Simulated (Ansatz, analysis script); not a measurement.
## NiO: spin spirals and exchange

Aim: the energy of NiO as its moments wind into spirals of wavevector q.

Main program and level: Ansatz 0.2.0; PBE, PAW set soft_2.

**Measured values to reproduce.**

“Observation and resonant x-ray optical interpretation of multi-atom resonant photoemission effects in O 1s emission from NiO” (2006, arxiv:cond-mat/0609101) quotes from earlier work for NiO, rock salt (literature value for NiO): ordering temperature (Neel temperature) 524 K [Literature value cited from another work, not measured on this sample.].

## 1. The starting structure

The structure is cubic, space group Fm-3m (No. 225). Conventional cell: a = 4.172 Å, b = 4.172 Å, c = 4.172 Å, α = 90.00°, β = 90.00°, γ = 90.00°. Ni has 6 O at 2.09 Å nearest. O has 6 Ni at 2.09 Å nearest. Farther neighbours and most contacts between anions are not listed.

## 2. The collinear state

A collinear run comes first: it shows whether moments survive, and how large they are.

Contents of input.yaml:

```yaml
crystal:
  lattice:
    - [0.0, 2.0859016414, 2.0859016414]
    - [2.0859016414, 0.0, 2.0859016414]
    - [2.0859016414, 2.0859016414, 0.0]
  atoms:
    - { symbol: Ni, position: [0.0, 0.0, 0.0], spin: 2.0 }
    - { symbol: O, position: [0.5, 0.5, 0.5] }
magnetization:
  spin_polarized: true
kpoints:
  mp_grid: { grid: [8, 8, 8] }
hamiltonian:
  xc: pbe
scf:
  occupations: { method: fermi_dirac, width: 0.05 }
  max_iter: 120
  convergence: { dr2_threshold: 1.0e-08 }
output:
  write_density: true
  write_potential: true
  elf: true
  volumetric_format: npy
```

The run is started by

```
ansatz run input.yaml --threads 1 --pin off --max-ram 2560MiB --backend cpu --events-out ev --progress --plain --runs-dir out
```

Numbers of over 12 decimals in the logs are rounded to 6 here.

The log of the run:

```text
Engine: ansatz 0.2.0, aarch64-unknown-linux-gnu
Pseudopotentials: kind: paw
Pseudopotential: Ni, paw, valence charge 18, recommended cutoff 420 eV (normal), Ni.paw.azcp
Pseudopotential: O, paw, valence charge 6, recommended cutoff 420 eV (normal), O.paw.azcp
Functional definition: PBE
  parameter kappa = 0.804
  parameter beta = 0.066725
  exchange = pbe_x(kappa = kappa, mu = beta*pi^2/3)
  correlation = pbe_c(beta = beta)
Crystal: 2 atoms, lattice volume = 18.151 Å³
Basis set: ecut = 420 eV, 339 PW (Γ)
Bands: 17, of which v1, the nominal top of the filled ones, is band 12 counted from 1 (11 counted from 0)
Symmetry: 48 space group operations
Space group: Fm-3m (ITA 225), of the structure as read, at distance tolerance 2.6e-5 Å
Magnetic group: BNS 225.116 (UNI 1618), of the structure as read, at distance tolerance 2.6e-5 Å
k-points: 29 of 512
Non-local potential: Ni, projectors of the file, l = 0: 3, l = 1: 2, l = 2: 3, l = 3: 1
Non-local potential: O, projectors of the file, l = 0: 2, l = 1: 2, l = 2: 1
PAW form: soft (Blöchl's): semilocal exchange-correlation on the pseudo side does not see the compensation charge
PAW one-centre angular grid: Ni, 590 points (default); XC on 64 Gauss nodes
PAW one-centre angular grid: O, 110 points (default); XC on 64 Gauss nodes
Initial density: superposition of atomic densities (chi_scale 0.1, normalization cell, long waves kept (reshape's long-wave potential 0.00 eV rms))
Starting moments: Σ|m| = 2 μB on 1 of 2 sites
Initial wavefunctions: pseudopotential atomic-orbital guess
Functional: x = pbe(κ = 0.804, μ = 0.219515), c = pbe(β = 0.066725)
SCF iter   1: F=—  HF=-6404.871780 eV  |F-HF|=—  |Δ(HF+E_count)|=         —  Δρ=2.81e-1 (↑7.59e-2 ↓2.81e-1)  dr2=8.58e0  dr2_m=4.23e0  M=0.542 μB ∫|m|=0.542 μB  β_m=0.30  ethr=3.10e-3  ⟨swp⟩=5.4  Hψ=4328  notcnv=0
Mixer restart at iter 1: flushing history
preconditioner: auto → none  [insulator: Δε(μ)=0.132 eV  Ē_g=14.022 eV  σ=0.050 eV  W_gap=0.50  n_scr=8 (ndim 8)  ℏωp=34.9 eV  f_vac=0.000  D(μ)=1.16/eV (n_scr^D=14)  ε∞_Penn≈7.2]
SCF iter   2: F=—  HF=-6406.046362 eV  |F-HF|=—  |Δ(HF+E_count)|=    1.17e0  Δρ=1.11e-1 (↑6.26e-2 ↓1.11e-1)  dr2=2.21e0  dr2_m=5.47e-1  M=1.966 μB ∫|m|=1.969 μB  β_m=0.26  ethr=3.10e-3  ⟨swp⟩=3.2  Hψ=2695  notcnv=0  defer=8
SCF iter   3: F=—  HF=-6405.172631 eV  |F-HF|=—  |Δ(HF+E_count)|=   8.74e-1  Δρ=7.05e-2 (↑3.47e-2 ↓7.05e-2)  dr2=1.68e-1  dr2_m=3.71e-1  M=1.292 μB ∫|m|=1.292 μB  β_m=0.42  ethr=3.10e-3  ⟨swp⟩=2.6  Hψ=2127  notcnv=0  defer=12
SCF iter   4: F=—  HF=-6405.616516 eV  |F-HF|=—  |Δ(HF+E_count)|=         —  Δρ=5.49e-2 (↑1.37e-2 ↓5.49e-2)  dr2=5.42e-1  dr2_m=7.99e-2  M=1.221 μB ∫|m|=1.223 μB  β_m=0.54  ethr=6.99e-4  ⟨swp⟩=2.3  Hψ=2076  notcnv=0  defer=11
Mixer restart at iter 4: flushing history
SCF iter   5: F=—  HF=-6405.842219 eV  |F-HF|=—  |Δ(HF+E_count)|=   2.26e-1  Δρ=7.86e-2 (↑2.78e-2 ↓7.86e-2)  dr2=8.23e-1  dr2_m=2.72e-1  M=1.698 μB ∫|m|=1.701 μB  β_m=0.36  ethr=6.99e-4  ⟨swp⟩=3.6  Hψ=2286  notcnv=0  defer=11
SCF iter   6: F=—  HF=-6405.644536 eV  |F-HF|=—  |Δ(HF+E_count)|=   1.98e-1  Δρ=3.68e-2 (↑2.06e-2 ↓3.68e-2)  dr2=7.13e-2  dr2_m=1.21e-1  M=1.632 μB ∫|m|=1.635 μB  β_m=0.58  ethr=6.99e-4  ⟨swp⟩=2.3  Hψ=1991  notcnv=0  defer=14
SCF iter   7: F=-6405.514717 eV  HF=-6405.659552 eV  |F-HF|=1.45e-1  |Δ(HF+E_count)|=   1.50e-2  Δρ=3.85e-2 (↑1.86e-2 ↓3.85e-2)  dr2=1.87e-1  dr2_m=7.80e-2  M=1.728 μB ∫|m|=1.732 μB  β_m=0.02  ethr=2.97e-4  ⟨swp⟩=2.3  Hψ=1470  notcnv=0  defer=14
SCF iter   8: F=-6405.656983 eV  HF=-6405.585619 eV  |F-HF|=7.14e-2  |Δ(HF+E_count)|=   7.39e-2  Δρ=1.41e-2 (↑1.41e-2 ↓1.32e-2)  dr2=1.16e-2  dr2_m=2.44e-2  M=1.685 μB ∫|m|=1.689 μB  β_m=0.34  ethr=2.97e-4  ⟨swp⟩=2.9  Hψ=1834  notcnv=0  defer=14
[...]
SCF iter  11: F=-6405.669991 eV  HF=-6405.670244 eV  |F-HF|=2.54e-4  |Δ(HF+E_count)|=   3.53e-6  Δρ=9.84e-3 (↑8.87e-3 ↓9.84e-3)  dr2=1.04e-3  dr2_m=1.44e-2  M=1.773 μB ∫|m|=1.779 μB  β_m=0.36  ethr=1.72e-6  ⟨swp⟩=1.5  Hψ=1142  notcnv=0  defer=14
SCF iter  12: F=-6405.670522 eV  HF=-6405.670989 eV  |F-HF|=4.67e-4  |Δ(HF+E_count)|=   7.44e-4  Δρ=8.05e-3 (↑7.71e-3 ↓8.05e-3)  dr2=1.41e-4  dr2_m=1.03e-2  M=1.781 μB ∫|m|=1.789 μB  β_m=0.09  ethr=1.72e-6  ⟨swp⟩=2.1  Hψ=1447  notcnv=0  defer=14
SCF iter  13: F=-6405.670645 eV  HF=-6405.670756 eV  |F-HF|=1.11e-4  |Δ(HF+E_count)|=   2.33e-4  Δρ=5.08e-3 (↑4.10e-3 ↓5.08e-3)  dr2=3.17e-4  dr2_m=3.43e-3  M=1.791 μB ∫|m|=1.798 μB  β_m=0.45  ethr=5.87e-7  ⟨swp⟩=2.3  Hψ=1435  notcnv=0  defer=14
SCF iter  14: F=-6405.670963 eV  HF=-6405.670965 eV  |F-HF|=1.81e-6  |Δ(HF+E_count)|=   2.09e-4  Δρ=4.01e-4 (↑3.05e-4 ↓4.01e-4)  dr2=7.00e-6  dr2_m=1.50e-5  M=1.805 μB ∫|m|=1.813 μB  β_m=0.72  ethr=5.87e-7  ⟨swp⟩=2.0  Hψ=1653  notcnv=0  defer=14
SCF iter  15: F=-6405.670964 eV  HF=-6405.670961 eV  |F-HF|=2.88e-6  |Δ(HF+E_count)|=   4.54e-6  Δρ=3.15e-4 (↑2.32e-4 ↓3.15e-4)  dr2=7.98e-6  dr2_m=1.01e-5  M=1.806 μB ∫|m|=1.814 μB  β_m=0.81  ethr=2.91e-8  ⟨swp⟩=2.2  Hψ=1510  notcnv=0  defer=14
SCF iter  16: F=-6405.670966 eV  HF=-6405.670969 eV  |F-HF|=2.86e-6  |Δ(HF+E_count)|=   7.98e-6  Δρ=9.65e-5 (↑9.65e-5 ↓7.09e-5)  dr2=2.24e-6  dr2_m=1.77e-7  M=1.807 μB ∫|m|=1.815 μB  β_m=0.68  ethr=2.91e-8  ⟨swp⟩=2.3  Hψ=1585  notcnv=0  defer=14
SCF iter  17: F=-6405.670968 eV  HF=-6405.670968 eV  |F-HF|=6.20e-8  |Δ(HF+E_count)|=   1.13e-6  Δρ=1.74e-5 (↑1.74e-5 ↓1.35e-5)  dr2=9.01e-8  dr2_m=5.56e-9  M=1.807 μB ∫|m|=1.815 μB  β_m=0.76  ethr=9.32e-9  ⟨swp⟩=2.4  Hψ=1558  notcnv=0  defer=14
SCF iter  18: F=-6405.670968 eV  HF=-6405.670968 eV  |F-HF|=1.06e-8  |Δ(HF+E_count)|=   9.98e-8  Δρ=6.05e-6 (↑6.05e-6 ↓5.95e-6)  dr2=1.40e-8  dr2_m=2.80e-9  M=1.807 μB ∫|m|=1.815 μB  β_m=0.84  ethr=3.76e-10  ⟨swp⟩=2.2  Hψ=1408  notcnv=0  defer=14
SCF iter  19: F=-6405.670968 eV  HF=-6405.670968 eV  |F-HF|=2.55e-11  |Δ(HF+E_count)|=   1.59e-8  Δρ=9.65e-7 (↑9.65e-7 ↓7.08e-7)  dr2=3.33e-11  dr2_m=1.07e-10  M=1.807 μB ∫|m|=1.815 μB  β_m=0.92  ethr=5.85e-11  ⟨swp⟩=2.0  Hψ=1391  notcnv=0  defer=14
SCF iter  20: F=-6405.670968 eV  HF=-6405.670968 eV  |F-HF|=1.09e-11  |Δ(HF+E_count)|=  4.73e-11  Δρ=2.41e-7 (↑9.11e-8 ↓2.41e-7)  dr2=1.18e-11  dr2_m=2.48e-12  M=1.807 μB ∫|m|=1.815 μB  ethr=1.00e-12  ⟨swp⟩=2.4  Hψ=2897  notcnv=0
SCF 1 converged in 20 iterations: F = -6405.670968 eV  dr2 = 1.18e-11
  greatest PAW one-centre occupation: 1.002 electrons in one spin orbital (limit 2), on the Ni atom at site 0 (counted from 0), in its partial waves of l = 1
at 4 of the mixer's solves, the last at iteration 11, it left a direction of its history that read negative out of its fit and stepped the other way along it
SCF converged after 20 iterations
Magnetization: 1.8069 μB (12.9034 up, 11.0966 down)
Absolute magnetization: 1.8145 μB (∫|ρ↑−ρ↓|, with the PAW one-centre terms)
Spin contamination: 0.0055 ħ² per cell (⟨S²⟩ above its minimum at these occupations)
Per-site moments (μB) at R_I (Å): [(1.452514, 0.860434), (0.297273, 0.860434)]
Free energy (F): -6405.670968 eV
Harris-Foulkes:  -6405.670968 eV  (|F-HF|=1.09e-11)
Internal energy: -6405.663565 eV  (E = F + TS)
E sigma→0 (E₀):  -6405.667266 eV
Entropy (-TS):   -0.007403 eV (-3.701 meV/atom)
Fermi energy:    14.546982 eV
--- Per-component energies (eV) ---
  E_band       = -325.593206
  E_kinetic    = 452.099976
  E_local      = -3992.339196  (includes V_loc(G=0)·N_el)
  E_nonlocal   = 692.743115
  E_hartree    = 1644.784654
  E_xc         = -156.077317
  E_vxc        = -200.223937  (∫ρ·V_xc dr)
  E_paw        = -1792.079021  (= ΣΔE_a)
  E_vpaw       = -567.445462  (= ΣTr[D̂ρ^β])
  E_aug_tail   = 0.003134  (compensation charges beyond the density's cutoff)
  E_ewald      = -3254.798910
  E_smearing   = -0.007403  (= −TS)
  E_closure    = 0.000000  (closes the sum)
  Σ components = -6405.670968   (vs F -6405.670968, Δ=0.00e0)
--- Band table (eV; the first three rows and the last of 58) ---
  k-point 0 ↑: bands = [... 8 lower, 11.4755, 11.4755, 11.8247, 11.8247, 11.8247, 15.9983, 32.2662, 33.3374, ... 1 higher]
  k-point 1 ↑: bands = [... 8 lower, 11.8629, 11.8629, 12.2041, 12.6499, 12.6499, 17.0086, 29.5532, 32.7082, ... 1 higher]
  k-point 2 ↑: bands = [... 8 lower, 12.1298, 12.1298, 12.5214, 13.7233, 13.7233, 18.7294, 26.6458, 30.7831, ... 1 higher]
  k-point 28 ↓: bands = [... 8 lower, 13.4344, 13.4344, 13.7750, 14.8073, 15.5500, 23.5037, 25.4850, 25.4850, ... 1 higher]
```

Run time: 3.4 s. Hardware: 1 thread of Arm Neoverse V1, shared host; peak memory 0.27 GiB.

In the SCF lines HF is the Harris–Foulkes energy and dr2 the Hartree energy of the density residual, in eV; the loop may stop once dr2 is under the threshold and the program's other checks hold. Hψ counts applications of the Hamiltonian.

Spin moment in the atom's sphere by atom:

```csv
atom,spin moment in the atom's sphere (μB)
Ni1,1.45
O2,0.30
```

Tables count atoms from 1; parts of the log count from 0.

The run ends ferromagnetic, with a net moment of 1.81 μB a cell. Only this order was typed.

Spin density in the ac plane of the conventional cell at fractional y = 0.000, with atoms of Ni and O within 0.2 Å of it.

Ten even steps from '0' (0.0 e/Å³) to '9' (4.9 e/Å³), each cell a mean:
```
72000000000014
20000000000001
00000000000000
00000000000000
00000001000000
00000024100000
10000279410000
00000147200000
00000012000000
00000000000000
00000000000000
10000000000000
41000000000002
94100001000027
```
Columns run along a (4.2 Å), rows up along c (4.2 Å), edges of the conventional cell, whose origin can differ from the input's. Atoms in or near the plane, at fractional coordinates: Ni at (0.00, 0.00), Ni at (0.50, 0.50), O at (0.50, 0.00), O at (0.00, 0.50).

Valence density in the ac plane of the conventional cell at fractional y = 0.000, with atoms of Ni and O within 0.2 Å of it. It is the smooth field of the valence electrons, not physical close to the nuclei.

Ten steps, logarithmic in the rise over the least value, from '_' (0 e/Å³) to '@' (49 e/Å³), each cell a mean:
```
@@##--....--++++==::....++%%
++==..____::----::..____--++
::..________......________..
..__________....__________..
::::..____..----::..____..::
==--::__..==####**::__..::==
++==::..::++@@@@##--....--++
++==::....++%%@@##--....--++
--::..____--++++==..____::--
....________..::..________..
..__________....__________..
--::..____..::::::..____..--
##**::__..::====--::__..==##
@@##--....--++++==::..::++@@
```
Columns run along a (4.2 Å), rows up along c (4.2 Å), edges of the conventional cell, whose origin can differ from the input's. Atoms in or near the plane, at fractional coordinates: Ni at (0.00, 0.00), Ni at (0.50, 0.50), O at (0.50, 0.00), O at (0.00, 0.50).

ELF in the ac plane of the conventional cell at fractional y = 0.000, with atoms of Ni and O within 0.2 Å of it. It is the smooth field of the valence electrons, not physical close to the nuclei.

Ten even steps from '0' (0.09) to '9' (0.78), each cell a mean:
```
64116986993025
22104899972022
00001466520000
32100011000023
98510111100279
89820245310599
48930268511696
69930256411698
99720222210489
65200000000146
10000233210001
11002799851011
53105998982024
85116964893026
```
Columns run along a (4.2 Å), rows up along c (4.2 Å), edges of the conventional cell, whose origin can differ from the input's. Atoms in or near the plane, at fractional coordinates: Ni at (0.00, 0.00), Ni at (0.50, 0.50), O at (0.50, 0.00), O at (0.00, 0.50).

## 3. The same state on a denser mesh

Levels at the Fermi energy are partly filled, so moments and energy differences can hang on the k-mesh, and the state is solved again on a denser one.

input.yaml, the sections that differ from step 2:

```yaml
crystal:
  lattice:
    - [0.0, 2.0859016414, 2.0859016414]
    - [2.0859016414, 0.0, 2.0859016414]
    - [2.0859016414, 2.0859016414, 0.0]
  atoms:
    - { symbol: Ni, position: [0.0, 0.0, 0.0], spin: 1.45 }
    - { symbol: O, position: [0.5, 0.5, 0.5] }
kpoints:
  mp_grid: { grid: [16, 16, 16] }
basis:
  ecutwfc: 420.0
checkpoint:
  read: start
  write: ck
  compress: false
  write_wavefunctions: false
  write_every: 100000
# magnetization, hamiltonian, scf: as in step 2
# output: removed
```

The run is started by

```
ansatz run input.yaml --threads 2 --pin off --max-ram 5120MiB --backend cpu --events-out ev --progress --plain --runs-dir out
```

The log of the run:

```text
[...]
SCF converged after 8 iterations
Magnetization: 1.7214 μB (12.8607 up, 11.1393 down)
Absolute magnetization: 1.7280 μB (∫|ρ↑−ρ↓|, with the PAW one-centre terms)
[...]
Per-site moments (μB) at R_I (Å): [(1.393047, 0.860434), (0.273333, 0.860434)]
Free energy (F): -6405.671572 eV
[...]
Internal energy: -6405.661810 eV  (E = F + TS)
E sigma→0 (E₀):  -6405.666691 eV
Entropy (-TS):   -0.009762 eV (-4.881 meV/atom)
Fermi energy:    14.548363 eV
[...]
```

Elapsed: 3.1 s, on 2 threads; peak memory 0.33 GiB.

Spin moment in the atom's sphere by atom:

| atom | spin moment in the atom's sphere (μB) |
| --- | --- |
| Ni1 | 1.39 |
| O2 | 0.27 |

The run ends ferromagnetic, with a net moment of 1.72 μB a cell, against 1.81 μB on the first mesh.

Each spiral starts from these moments, tilted 90° from the rotation axis z (a flat spiral); sizes are free, while the program holds flat spirals in their plane. Spin–orbit coupling is switched off, so the energy does not depend on how the axis lies in the crystal. The folder named start holds the saved collinear state, from which each run begins.

## 4. q = (0, 0, 0)

The reference is the same input at q = 0, so that basis and exchange-correlation form match those at other q. Every q is chosen so that q/2 is a mesh vector: every spiral then samples the k-points of q = 0, and much mesh noise cancels.

input.yaml, the sections that differ from step 3:

```yaml
crystal:
  lattice:
    - [0.0, 2.0859016414, 2.0859016414]
    - [2.0859016414, 0.0, 2.0859016414]
    - [2.0859016414, 2.0859016414, 0.0]
  atoms:
    - { symbol: Ni, position: [0.0, 0.0, 0.0], spin: 1.39, spin_axis: [1.0, 0.0, 0.0] }
    - { symbol: O, position: [0.5, 0.5, 0.5] }
magnetization:
  noncollinear: true
  spin_spiral: { q: [0.0, 0.0, 0.0] }
checkpoint:
  read: start
# kpoints, hamiltonian, scf, basis: as in step 3
```

The run is started by

```
ansatz run input.yaml --threads 1 --pin off --max-ram 2560MiB --backend cpu --events-out ev --progress --plain --runs-dir out
```

The log of the run:

```text
Warning: checkpoint.read: spin treatment differs: saved collinear, current noncollinear; the saved charge density seeds this run and the saved magnetisation is carried along the axis that this deck's starting moments share; the saved density holds an absolute magnetisation of 1.7e0 μB; saved orbitals and DFT+U occupations are not carried; the saved PAW projector densities are carried along that axis
Warning: checkpoint.read: magnetization.spin_spiral differs: saved none, current q = [0, 0, 0]; the saved state is no spin spiral's: the SCF starts from none of its orbitals and from its density, each atom's moment turned about z as a whole to its place on this deck's spiral. A spiral's own state at q: [0, 0, 0] serves better
[...]
Crystal: 2 atoms, lattice volume = 18.151 Å³
Basis set: ecut = 420 eV, 339 PW (Γ)
Bands: 32, of which v1, the nominal top of the filled ones, is band 24 counted from 1 (23 counted from 0)
Symmetry: 48 space group operations
k-points: 145 of 4096
Spin spiral: q = (0, 0, 0) of the reciprocal vectors; moments are told in the frame that turns with it, a site's in that at the site
[...]
SCF iter   2: F=-6405.671585 eV  HF=-6405.671585 eV  |F-HF|=2.41e-9  |Δ(HF+E_count)|=   1.22e-9  Δρ=1.15e-5  dr2=7.49e-10  dr2_m=5.51e-9  ethr=1.54e-11  |M|=1.72e0 ∫|m|=1.73e0 μB  |m|>n=0.0e0 m-floor=0.0e0 τ_xc=3.1e-11 mc-row=0.0e0  ⟨swp⟩=1.5  Hψ=13443  notcnv=0
SCF 1 converged in 2 iterations: F = -6405.671585 eV  dr2 = 7.49e-10
[...]
SCF converged after 2 iterations
Magnetization: |M| = 1.7214 μB,  M = (+1.7214, +0.0000, +0.0000) μB
Absolute magnetization: 1.7287 μB (∫|m|, with the PAW one-centre terms)
  site 0: m = (+1.3931, +0.0000, +0.0000) μB, |m| = 1.3931 μB  (R = 0.86 Å)
  site 1: m = (+0.2733, +0.0000, +0.0000) μB, |m| = 0.2733 μB  (R = 0.86 Å)
Free energy (F): -6405.671585 eV
[...]
Internal energy: -6405.661823 eV  (E = F + TS)
E sigma→0 (E₀):  -6405.666704 eV
Entropy (-TS):   -0.009762 eV (-4.881 meV/atom)
Fermi energy:    14.548351 eV
[...]
```

Elapsed: 14 s, on 1 thread; peak memory 0.4 GiB.

The largest moment is 1.39 μB, against 1.39 μB in the collinear run.

## 5. q = (0.125, 0, 0.125)

Only q changes. The cell stays that of the crystal, since the generalised Bloch theorem carries the rotation from cell to cell.

input.yaml, as its differences from that of step 4:

```diff
@@ -20,3 +20,3 @@
   noncollinear: true
-  spin_spiral: { q: [0.0, 0.0, 0.0] }
+  spin_spiral: { q: [0.125, 0.0, 0.125] }
 checkpoint:
```

The log of the run:

```text
[...]
Crystal: 2 atoms, lattice volume = 18.151 Å³
Basis set: ecut = 420 eV, 339 PW (Γ)
Bands: 32, of which v1, the nominal top of the filled ones, is band 24 counted from 1 (23 counted from 0)
Symmetry: 8 space group operations
k-points: 349 of 4096
[...]
SCF iter   8: F=-6405.715502 eV  HF=-6405.715502 eV  |F-HF|=9.22e-10  |Δ(HF+E_count)|=   3.55e-8  Δρ=1.04e-5  dr2=1.30e-9  dr2_m=4.61e-9  ethr=4.17e-11  |M|=1.72e0 ∫|m|=1.76e0 μB  |m|>n=0.0e0 m-floor=0.0e0 τ_xc=6.9e-3 mc-row=0.0e0  ⟨swp⟩=2.5  Hψ=38829  notcnv=0
SCF 1 converged in 8 iterations: F = -6405.715502 eV  dr2 = 1.30e-9
[...]
SCF converged after 8 iterations
Magnetization: |M| = 1.7250 μB,  M = (+1.7250, +0.0000, +0.0000) μB
Absolute magnetization: 1.7573 μB (∫|m|, with the PAW one-centre terms)
  site 0: m = (+1.4300, +0.0000, +0.0000) μB, |m| = 1.4300 μB  (R = 0.86 Å)
  site 1: m = (+0.2554, +0.0000, +0.0000) μB, |m| = 0.2554 μB  (R = 0.86 Å)
Free energy (F): -6405.715502 eV
[...]
Internal energy: -6405.708587 eV  (E = F + TS)
E sigma→0 (E₀):  -6405.712044 eV
Entropy (-TS):   -0.006915 eV (-3.457 meV/atom)
Fermi energy:    14.517446 eV
[...]
```

Elapsed: 66 s, on 1 thread; peak memory 0.6 GiB.

The energy of the cell lies 43.9 meV below that at q = 0, and the largest moment is 1.43 μB against 1.39 μB.

## 6. q = (0.125, 0.125, 0.25)

input.yaml, as its differences from that of step 5:

```diff
@@ -20,3 +20,3 @@
   noncollinear: true
-  spin_spiral: { q: [0.125, 0.0, 0.125] }
+  spin_spiral: { q: [0.125, 0.125, 0.25] }
 checkpoint:
```

The log of the run:

```text
[...]
Crystal: 2 atoms, lattice volume = 18.151 Å³
Basis set: ecut = 420 eV, 339 PW (Γ)
Bands: 32, of which v1, the nominal top of the filled ones, is band 24 counted from 1 (23 counted from 0)
Symmetry: 4 space group operations
k-points: 621 of 4096
[...]
SCF iter   9: F=-6405.760447 eV  HF=-6405.760447 eV  |F-HF|=5.82e-11  |Δ(HF+E_count)|=   6.01e-9  Δρ=2.35e-6  dr2=3.07e-11  dr2_m=2.65e-10  ethr=2.86e-11  |M|=1.70e0 ∫|m|=1.76e0 μB  |m|>n=0.0e0 m-floor=0.0e0 τ_xc=1.1e-2 mc-row=0.0e0  ⟨swp⟩=3.0  Hψ=43183  notcnv=0
SCF 1 converged in 9 iterations: F = -6405.760447 eV  dr2 = 3.07e-11
[...]
SCF converged after 9 iterations
Magnetization: |M| = 1.7002 μB,  M = (+1.7002, -0.0000, +0.0000) μB
Absolute magnetization: 1.7563 μB (∫|m|, with the PAW one-centre terms)
  site 0: m = (+1.4461, -0.0000, +0.0000) μB, |m| = 1.4461 μB  (R = 0.86 Å)
  site 1: m = (+0.2299, -0.0000, +0.0000) μB, |m| = 0.2299 μB  (R = 0.86 Å)
Free energy (F): -6405.760447 eV
[...]
Internal energy: -6405.755895 eV  (E = F + TS)
E sigma→0 (E₀):  -6405.758171 eV
Entropy (-TS):   -0.004552 eV (-2.276 meV/atom)
Fermi energy:    14.497237 eV
[...]
```

The job ended after 2.2 min (1 thread; peak memory 0.84 GiB).

The energy of the cell lies 88.9 meV below that at q = 0, and the largest moment is 1.45 μB against 1.39 μB.

(Part 1 of 2 ends here.)

[Logs and program files are shortened in this print: banners, set-up blocks, solver, clock and traceback lines can be left out without a mark of their own.]

[Logs are printed without paths, hosts, clocks, repeated set-up lines and the standing remarks that a program may print on its own settings, such as how far it seeks lower states.]

[Hosts, paths, dates, database ids (printed as entryN), source tags and the programs' standing remarks are cut or masked in the printed files.]
